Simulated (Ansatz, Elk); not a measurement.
# How far do independent atoms describe Rb2Na?

Structure refinements treat a crystal as free atoms side by side. For a made-up structure of Rb2Na (cell and positions from a PBE relaxation) the runs below show what the calculated density changes in F(hkl).

Main program and level: Elk 11.2.3 (patched build); DFT, PBE, all-electron APW+lo, Dirac cores, scalar-relativistic bands, static density, no spin.

The structure was built from a prototype and need not be the compound's stable phase.

### Step 1. The starting structure

Symmetry: C2/m, No. 12, monoclinic system. The conventional cell has a = 6.686 Å, b = 6.701 Å, c = 10.157 Å, α = 90.00°, β = 108.98°, γ = 90.00°. Rb has 4 Na at 4.36 to 4.37 Å and 4 Rb at 4.73 Å nearest. Na has 8 Rb at 4.36 to 4.37 Å nearest. Farther neighbours are not listed.

As a file:

```cif
data_structure
_symmetry_space_group_name_H-M 'C2/m'
_symmetry_Int_Tables_number 12
_cell_length_a 6.6858
_cell_length_b 6.7012
_cell_length_c 10.1566
_cell_angle_alpha 90.000
_cell_angle_beta 108.980
_cell_angle_gamma 90.000
_cell_volume 430.30
loop_
_atom_site_label
_atom_site_type_symbol
_atom_site_symmetry_multiplicity
_atom_site_Wyckoff_symbol
_atom_site_fract_x
_atom_site_fract_y
_atom_site_fract_z
_atom_site_occupancy
Rb1 Rb 4 i 0.64551 0.00000 0.29198 1
Na1 Na 2 a 0.00000 0.00000 0.00000 1
```

### Step 2. Ground state and structure factors

An all-electron density is needed, since X-rays see the cores too. Task 0 finds the density and task 195 Fourier-transforms it; tshift is off so that phases refer to the origin typed.

File elk.in:

```
tasks
  0
  195

xctype
  20

spinpol
  .false.

rgkmax
  7.0

gmaxvr
  14.0

lmaxo
  7

lmaxapw
  8

swidth
  0.002

tshift
  .false.

ramdisk
  .false.

hmaxvr
  5.5

maxscl
  120

epspot
  1e-06

sppath
  './'

avec
  6.30875695211 -6.33167571780 -0.32553537910
  6.30875695211 6.33167571780 -0.32553537910
  -5.29884890857 -0.00000000000 18.44715984441

atoms
  2
  'Rb.in'
  2
  0.6455112566 0.6455112566 0.2919849448   0.000000 0.000000 0.000000
  0.3544887434 0.3544887434 0.7080150552   0.000000 0.000000 0.000000
  'Na.in'
  1
  -0.0000000000 -0.0000000000 0.0000000000   0.000000 0.000000 0.000000

ngridk
  5 5 3
```

Started as:

```bash
OMP_NUM_THREADS=4 elk
```

Numbers of over 12 decimals in the logs are rounded to 6 here.

Output:

```text
┌─────────────────────────┐
│ Elk code version 11.2.3 │
└─────────────────────────┘

All units are atomic (Hartree, Bohr, etc.)

┌─────────────────────────────────────────────────┐
│ Ground-state run starting from atomic densities │
└─────────────────────────────────────────────────┘

Lattice vectors :
   6.308756952      -6.331675718     -0.3255353791
   6.308756952       6.331675718     -0.3255353791
  -5.298848909      -0.000000000       18.44715984

Reciprocal lattice vectors :
  0.5054653218     -0.4961708075      0.1451922351
  0.5054653218      0.4961708075      0.1451922351
  0.1783980261E-01  0.9521617365E-19  0.3457288699

Unit cell volume      :    1451.899908
Brillouin zone volume :   0.1708452573

Muffin-tin inner radius fraction :   0.1000000000E-01

Nuclei treated as point charges

Species : 1 (Rb)
 parameters loaded from : Rb.in
 name : rubidium
 nuclear charge    :   -37.00000000
 electronic charge :    37.00000000
 atomic mass :    155798.2686
 muffin-tin radius :    2.600000000
 number of radial points in muffin-tin :   1193
 inner part over the whole radius :   0.9947532429E-02
 number on inner part of muffin-tin    :    847
 approximate nuclear radius :   0.7999050501E-04
 number of mesh points to nuclear radius :    413
 atomic positions (lattice), magnetic fields (Cartesian) :
  1 :  -0.35448874 -0.35448874  0.29198494    0.00000000  0.00000000  0.00000000
  2 :   0.35448874  0.35448874 -0.29198494    0.00000000  0.00000000  0.00000000

Species : 2 (Na)
 parameters loaded from : Na.in
 name : sodium
 nuclear charge    :   -11.00000000
 electronic charge :    11.00000000
 atomic mass :    41907.78703
 muffin-tin radius :    2.200000000
 number of radial points in muffin-tin :    793
 inner part over the whole radius :   0.9883648912E-02
 number on inner part of muffin-tin    :    551
 approximate nuclear radius :   0.5574345702E-04
 number of mesh points to nuclear radius :    238
 atomic positions (lattice), magnetic fields (Cartesian) :
  1 :   0.00000000  0.00000000  0.00000000    0.00000000  0.00000000  0.00000000

Total number of atoms per unit cell :    3
Total muffin-tin volume :    191.8465914
 ratio of muffin-tin to unit cell volume :   0.1321348602

Spin treatment :
 spin-unpolarised

Number of Bravais lattice symmetries :    4
Number of crystal symmetries         :    4
Crystal has inversion symmetry
Real symmetric eigensolver will be used

k-point grid :      5     5     3
k-point offset :    0.000000000       0.000000000       0.000000000
k-point set is reduced with full crystal symmetry group
Total number of k-points :       24

Muffin-tin radius times maximum |G+k| :    7.000000000
 using average radius
Maximum |G+k| for APW functions       :    2.837837838
Maximum (1/2)|G+k|²                   :    4.026661797
Maximum |G| for potential and density :    14.00000000
Constant for pseudocharge density :    9
 order of it for each species :   16  16
 order of it for pair densities of each species (exact exchange by exxq0 0: 17) :   11   7
Radial integration step length :    1

G-vector grid sizes :     40    40    90
Number of G-vectors :    67221

Maximum angular momentum used for
 APW functions            :    8
 outer part of muffin-tin :    7
 inner part of muffin-tin :    2

Total nuclear charge    :   -85.00000000
Total core charge       :    58.00000000
Total valence charge    :    27.00000000
Total excess charge     :    0.000000000
Total electronic charge :    85.00000000

Effective Wigner radius, rₛ :    1.597630640

Number of empty states         :     12
Total number of valence states :     26
Total number of core states    :     58

Third-order local-orbitals added for an l without core states : T
Total number of local-orbitals :     27

Exchange-correlation functional :     20     0     0
 Perdew-Burke-Ernzerhof, Phys. Rev. Lett. 77, 3865 (1996)
 gradient requirement :    1
 generalised gradient approximation (GGA)

Smearing type :    3
 Fermi-Dirac
Smearing width :   0.2000000000E-02
[...]
xc potential                :     -281.65978764973
 exchange                    :     -211.98840887672
 correlation                 :     -4.021466
 electron entropic           :    -0.94633364215012E-03
 total energy                :     -6126.2139985918

Density of states at Fermi energy :    72.03385942
 (states/Hartree/unit cell)

Estimated indirect band gap :   0.1625011417E-02
 from k-point 3 to k-point 13
Estimated direct band gap   :   0.1274572229E-01
 at k-point 3

Charges :
 core                        :    58.00000000
 valence                     :    27.00000000
 interstitial                :    4.276566245
 muffin-tins (core leakage)
  species : 1 (Rb)
   atom 1                    :    35.33485378     (  0.9252255057E-04)
   atom 2                    :    35.33485378     (  0.9252255057E-04)
  species : 2 (Na)
   atom 1                    :    10.05372620     ( -0.9715865623E-07)
 total in muffin-tins        :    80.72343376
 total calculated charge     :    84.99981595
 total charge                :    85.00000000
 error                       :   0.1840459731E-03

RMS change in Kohn-Sham potential (target) :   0.4799044947     (  0.1000000000E-05)
Absolute change in total energy (target)   :   0.6188236276     (  0.1000000000E-03)

[... loops 3 to 12 left out ...]

┌──────────────────┐
│ Loop number : 13 │
└──────────────────┘

Energies :
 Fermi                       :     0.35886976365782E-01
 sum of occupied eigenvalues :     -3594.2431286820
 electron kinetic            :      6294.8542134786
 core electron kinetic       :      6169.7262481994
 Coulomb                     :     -12204.218014154
 Coulomb potential           :     -9607.9876672531
 nuclear-nuclear             :     -488.91600483060
 electron-nuclear            :     -13827.217963411
 Hartree                     :      2111.9159540878
 Madelung                    :     -7400.2241805273
 xc potential                :     -281.10967490752
 exchange                    :     -212.00041623188
 correlation                 :     -4.025556
 electron entropic           :    -0.11966166436397E-02
 total energy                :     -6125.3909692044

Density of states at Fermi energy :    97.98383180
 (states/Hartree/unit cell)

Estimated indirect band gap :   0.6574333392E-03
 from k-point 16 to k-point 8
Estimated direct band gap   :   0.1514863022E-01
 at k-point 3

Charges :
 core                        :    58.00000000
 valence                     :    27.00000000
 interstitial                :    4.213575361
 muffin-tins (core leakage)
  species : 1 (Rb)
[...]
species : 2 (Na)
[...]
total in muffin-tins        :    80.78642464
 total calculated charge     :    84.99981661
 total charge                :    85.00000000
 error                       :   0.1833858255E-03

RMS change in Kohn-Sham potential (target) :   0.8089724910E-06 (  0.1000000000E-05)
Absolute change in total energy (target)   :   0.7692176496E-04 (  0.1000000000E-03)

Convergence targets achieved

┌──────────────────┐
│ Loop number : 14 │
└──────────────────┘

Energies :
 Fermi                       :     0.35887004806851E-01
 sum of occupied eigenvalues :     -3594.2431090421
 electron kinetic            :      6294.8542338072
 core electron kinetic       :      6169.7262743082
 Coulomb                     :     -12204.218017561
 Coulomb potential           :     -9607.9876744198
 nuclear-nuclear             :     -488.91600483060
 electron-nuclear            :     -13827.217961905
 Hartree                     :      2111.9159491746
 Madelung                    :     -7400.2241803507
 xc potential                :     -281.10966842952
 exchange                    :     -212.00041646557
 correlation                 :     -4.025556
 electron entropic           :    -0.11966150744702E-02
 total energy                :     -6125.3909526156

Density of states at Fermi energy :    97.98365984
 (states/Hartree/unit cell)

Estimated indirect band gap :   0.6573349853E-03
 from k-point 16 to k-point 8
Estimated direct band gap   :   0.1514853038E-01
 at k-point 3

Charges :
 core                        :    58.00000000
 valence                     :    27.00000000
 interstitial                :    4.213574909
 muffin-tins (core leakage)
  species : 1 (Rb)
   atom 1                    :    35.37557955     (  0.9241390033E-04)
   atom 2                    :    35.37557955     (  0.9241390033E-04)
  species : 2 (Na)
   atom 1                    :    10.03526600     ( -0.9715865446E-07)
 total in muffin-tins        :    80.78642509
 total calculated charge     :    84.99981661
 total charge                :    85.00000000
 error                       :   0.1833857948E-03

┌──────────────────────────────┐
│ Self-consistent loop stopped │
└──────────────────────────────┘

Wrote STATE.OUT
```

It took 29 s on 4 threads of Arm Neoverse V2, shared host; peak memory 0.22 GiB; 61 s of CPU time.

SFACRHO.OUT:

```text

h k l indices transformed by vhmat matrix:
   1.000000000       0.000000000       0.000000000    
   0.000000000       1.000000000       0.000000000    
   0.000000000       0.000000000       1.000000000    

      h      k      l  multipl.   |H|            Re(F)            Im(F)           |F|

      0      0      0      1   0.0000000       85.000000      0.22830501E-15   85.000000    
      0      0     -1      2  0.34618884      -8.1106912      0.22280719E-16   8.1106912    
      0      0     -2      2  0.69237767      -48.574799     -0.10050251E-13   48.574799    
      0      1      0      4  0.72302244      -31.268099      0.10080360E-13   31.268099    
      0      1     -1      4  0.72400211      -30.939722      0.11298928E-16   30.939722    
      0     -1     -1      4  0.87237449       69.347468      0.13877713E-13   69.347468    
     -1      0      2      4  0.87480860       69.466245     -0.23911765E-13   69.466245    
      1     -1      0      2  0.99234161       72.441532      0.29180279E-14   72.441532    
      1      1     -1      2  0.99463180       72.403513      0.68341603E-15   72.403513    
      0      0      3      2   1.0385665       53.576900     -0.17643948E-13   53.576900    
      1     -1      1      4   1.0509941      -7.4822211     -0.13377178E-17   7.4822211    
     -1     -1      0      2   1.0518098      -7.1159404      0.34741595E-16   7.1159404    
      1      1     -2      2   1.0545019      -7.8407821     -0.10073744E-13   7.8407821    
     -1      0     -2      4   1.1131067       16.665640      0.50657936E-14   16.665640    
     -1      0      3      4   1.1162860       16.284098      0.15648291E-18   16.284098    
      1      1      1      2   1.2095490      -43.869776      0.17614134E-13   43.869776    
     -1      1     -2      4   1.2100119      -43.681088     -0.10055142E-13   43.681088    
      1      1     -3      2   1.2142280      -43.453861     -0.40291305E-13   43.453861
```

Elk indexes on the primitive cell of elk.in and gives |H| = 4π sin θ/λ in inverse bohr. Below, one row stands for each form hkl of the conventional cell (m members, Friedel mates merged), F is for one primitive cell and the density is static (no thermal factor). Free-atom factors are Waasmaier and Kirfel's, and R is Σm||F|−|F'||/Σm|F|.

```tsv
hkl	m	sin θ/λ (Å⁻¹)	abs F, DFT	neutral atoms	diff.
001	2	0.052	8.111	8.165	-0.055
002	2	0.104	48.575	48.590	-0.016
110	4	0.109	31.268	31.309	-0.041
1 1 -1	4	0.109	30.940	30.981	-0.042
111	4	0.131	69.347	69.403	-0.056
1 1 -2	4	0.132	69.466	69.517	-0.051
020	2	0.149	72.442	72.469	-0.028
2 0 -1	2	0.150	72.403	72.432	-0.028
003	2	0.156	53.577	53.608	-0.031
021	4	0.158	7.482	7.417	+0.065
200	2	0.158	7.116	7.050	+0.066
2 0 -2	2	0.159	7.841	7.777	+0.064
112	4	0.167	16.666	16.726	-0.060
1 1 -3	4	0.168	16.284	16.343	-0.059
201	2	0.182	43.870	43.790	+0.080
022	4	0.182	43.681	43.602	+0.079
2 0 -3	2	0.183	43.454	43.375	+0.079
004	2	0.208	36.772	36.812	-0.039
```

### Step 3. The highest occupied states alone

An energy window below the Fermi level keeps the highest occupied states, to see at which angles they scatter; shallow core shells can lie inside it and anion s states outside. No new self-consistency is needed.

Edit elk.in of step 2 so:

```diff
@@ -1,3 +1,2 @@
 tasks
-  0
   195
@@ -40,2 +39,5 @@
 
+wsfac
+  -0.405100 0.335890
+
 sppath
```

Started as:

```bash
OMP_NUM_THREADS=4 elk
```

Output:

```text
┌─────────────────────────────────┐
│ Elk code version 11.2.3 started │
└─────────────────────────────────┘

Info(readinput): the functional depends on the density's gradient
 muffin-tin radial points multiplied by    2.00000
 (not where nrmtscf is given)

┌────────────────────┐
│ Current task : 195 │
└────────────────────┘

Info(sfacrho): density structure factors written to SFACRHO.OUT

 Energy window :  -0.4051000000      0.3358900000

┌──────────────────┐
│ Elk code stopped │
└──────────────────┘
```

Wall time 14 s (4 threads); peak memory 0.17 GiB.

States within 12 eV below the Fermi level hold 3.00 electrons; any levels below the window count with the cores. Their amplitudes can exceed the total, where window and core parts have opposite phase:

```tsv
hkl	sin θ/λ (Å⁻¹)	abs F, window	abs F, all
001	0.052	0.479	8.111
002	0.104	0.175	48.575
110	0.109	0.201	31.268
1 1 -1	0.109	0.202	30.940
111	0.131	0.042	69.347
1 1 -2	0.132	0.038	69.466
020	0.149	0.055	72.442
2 0 -1	0.150	0.056	72.403
003	0.156	0.060	53.577
021	0.158	0.030	7.482
```

### Step 4. Another functional

The difference from free atoms is small, so it is set against the change that PBEsol makes.

Edit elk.in of step 3 so:

```diff
@@ -1,2 +1,3 @@
 tasks
+  0
   195
@@ -4,3 +5,3 @@
 xctype
-  20
+  22
 
@@ -39,5 +40,2 @@
 
-wsfac
-  -0.405100 0.335890
-
 sppath
```

Started as:

```bash
OMP_NUM_THREADS=4 elk
```

Output:

```text
┌─────────────────────────┐
│ Elk code version 11.2.3 │
└─────────────────────────┘

All units are atomic (Hartree, Bohr, etc.)

┌─────────────────────────────────────────────────┐
│ Ground-state run starting from atomic densities │
└─────────────────────────────────────────────────┘

Lattice vectors :
   6.308756952      -6.331675718     -0.3255353791
   6.308756952       6.331675718     -0.3255353791
  -5.298848909      -0.000000000       18.44715984

Reciprocal lattice vectors :
  0.5054653218     -0.4961708075      0.1451922351
[...]
valence                     :    27.00000000
 interstitial                :    4.220694231
 muffin-tins (core leakage)
  species : 1 (Rb)
[...]
atom 2                    :    35.37400013     (  0.9274829598E-04)
  species : 2 (Na)
   atom 1                    :    10.03130551     ( -0.9715865046E-07)
 total in muffin-tins        :    80.77930577
 total calculated charge     :    84.99981603
 total charge                :    85.00000000
 error                       :   0.1839692011E-03

┌──────────────────────────────┐
│ Self-consistent loop stopped │
└──────────────────────────────┘

Wrote STATE.OUT
[key lines of the parts left out:]
total energy                :     -6121.3028640615
```

Elapsed: 29 s, on 4 threads; peak memory 0.22 GiB.

Against the first run R = 0.01 %; the largest change is -0.011 at 2 0 -1.

### Step 5. Basis size

The basis and the expansions that go with it are enlarged, to see whether the differences are converged.

Edit elk.in of step 4 so:

```diff
@@ -5,3 +5,3 @@
 xctype
-  22
+  20
 
@@ -11,12 +11,12 @@
 rgkmax
-  7.0
+  8.5
 
 gmaxvr
-  14.0
+  18.0
 
 lmaxo
-  7
+  9
 
 lmaxapw
-  8
+  10
```

Started as:

```bash
OMP_NUM_THREADS=4 elk
```

Output:

```text
┌─────────────────────────┐
│ Elk code version 11.2.3 │
└─────────────────────────┘

All units are atomic (Hartree, Bohr, etc.)

┌─────────────────────────────────────────────────┐
│ Ground-state run starting from atomic densities │
└─────────────────────────────────────────────────┘

Lattice vectors :
   6.308756952      -6.331675718     -0.3255353791
   6.308756952       6.331675718     -0.3255353791
  -5.298848909      -0.000000000       18.44715984

Reciprocal lattice vectors :
  0.5054653218     -0.4961708075      0.1451922351
[...]
valence                     :    27.00000000
 interstitial                :    4.206491642
 muffin-tins (core leakage)
  species : 1 (Rb)
[...]
atom 2                    :    35.37835987     (  0.9246671542E-04)
  species : 2 (Na)
   atom 1                    :    10.03678863     ( -0.9715865312E-07)
 total in muffin-tins        :    80.79350836
 total calculated charge     :    84.99981494
 total charge                :    85.00000000
 error                       :   0.1850562173E-03

┌──────────────────────────────┐
│ Self-consistent loop stopped │
└──────────────────────────────┘

Wrote STATE.OUT
[key lines of the parts left out:]
total energy                :     -6125.3962104902
```

It took 88 s on 4 threads; peak memory 0.58 GiB; 3.7 min of CPU time.

Against the first run R = 0.00 %; the largest change is +0.005 at 002.

### Step 6. A coarser k-mesh

About half the k-points along each axis test the sampling.

Edit elk.in of step 5 so:

```diff
@@ -11,12 +11,12 @@
 rgkmax
-  8.5
+  7.0
 
 gmaxvr
-  18.0
+  14.0
 
 lmaxo
-  9
+  7
 
 lmaxapw
-  10
+  8
 
@@ -59,2 +59,2 @@
 ngridk
-  5 5 3
+  2 2 2
```

Started as:

```bash
OMP_NUM_THREADS=4 elk
```

Output:

```text
┌─────────────────────────┐
│ Elk code version 11.2.3 │
└─────────────────────────┘

All units are atomic (Hartree, Bohr, etc.)

┌─────────────────────────────────────────────────┐
│ Ground-state run starting from atomic densities │
└─────────────────────────────────────────────────┘

Lattice vectors :
   6.308756952      -6.331675718     -0.3255353791
   6.308756952       6.331675718     -0.3255353791
  -5.298848909      -0.000000000       18.44715984

Reciprocal lattice vectors :
  0.5054653218     -0.4961708075      0.1451922351
[...]
valence                     :    27.00000000
 interstitial                :    4.211498245
 muffin-tins (core leakage)
  species : 1 (Rb)
[...]
atom 2                    :    35.37618378     (  0.9240770305E-04)
  species : 2 (Na)
   atom 1                    :    10.03613419     ( -0.9715865845E-07)
 total in muffin-tins        :    80.78850175
 total calculated charge     :    84.99981923
 total charge                :    85.00000000
 error                       :   0.1807696204E-03

┌──────────────────────────────┐
│ Self-consistent loop stopped │
└──────────────────────────────┘

Wrote STATE.OUT
[key lines of the parts left out:]
total energy                :     -6125.3821617248
```

The job ended after 23 s (4 threads; peak memory 0.22 GiB).

Against the first run R = 0.01 %; the largest change is -0.068 at 001.

### Step 7. Settings against the effect

```tsv
run	R against the first run (%)	R against neutral atoms, low angle (%)	wall time
PBE, rgkmax 7	0.00	0.11	29 s
PBEsol	0.01	0.12	29 s
rgkmax 8.5 with larger expansions	0.00	0.11	88 s
k-mesh 2×2×2	0.01	0.12	23 s
```

### Step 8. Results

| Item | Value |
| --- | --- |
| R against neutral atoms, sin θ/λ < 0.3 Å⁻¹ | 0.11 % |
| R against neutral atoms, 0.3 to 0.42 Å⁻¹ | 0.09 % |

In words: Independent neutral atoms miss the calculated amplitudes by R = 0.11 % below 0.3 Å⁻¹ and 0.09 % from there to 0.42 Å⁻¹; by shells, 0.08 % below 0.15 Å⁻¹ (8 forms), 0.12 % 0.15 to 0.3 (49 forms), 0.09 % 0.3 to 0.45 (92 forms). Bonding, aspherical density and the tables' own atoms all enter these figures, and the runs don't part them. The largest change of an amplitude is +0.09 electrons, at 1 1 -4. Below 0.3 Å⁻¹ the changes that finished (PBEsol, rgkmax 8.5 with larger expansions and k-mesh 2×2×2) move F by R = 0.02 % at most, against the 0.11 % that separates it from free atoms. A single amplitude moves by up to 0.07 electrons, against 0.09 for the largest difference from free atoms. Part of the difference isn't bonding: the tables are fits to free atoms and ions calculated by other methods than this functional. Thermal motion, anomalous dispersion and extinction are left out.

[Logs are printed without paths, hosts, clocks, repeated set-up lines and the standing remarks that a program may print on its own settings, such as how far it seeks lower states.]

[Hosts, paths, dates, database ids (printed as entryN), source tags and the programs' standing remarks are cut or masked in the printed files.]
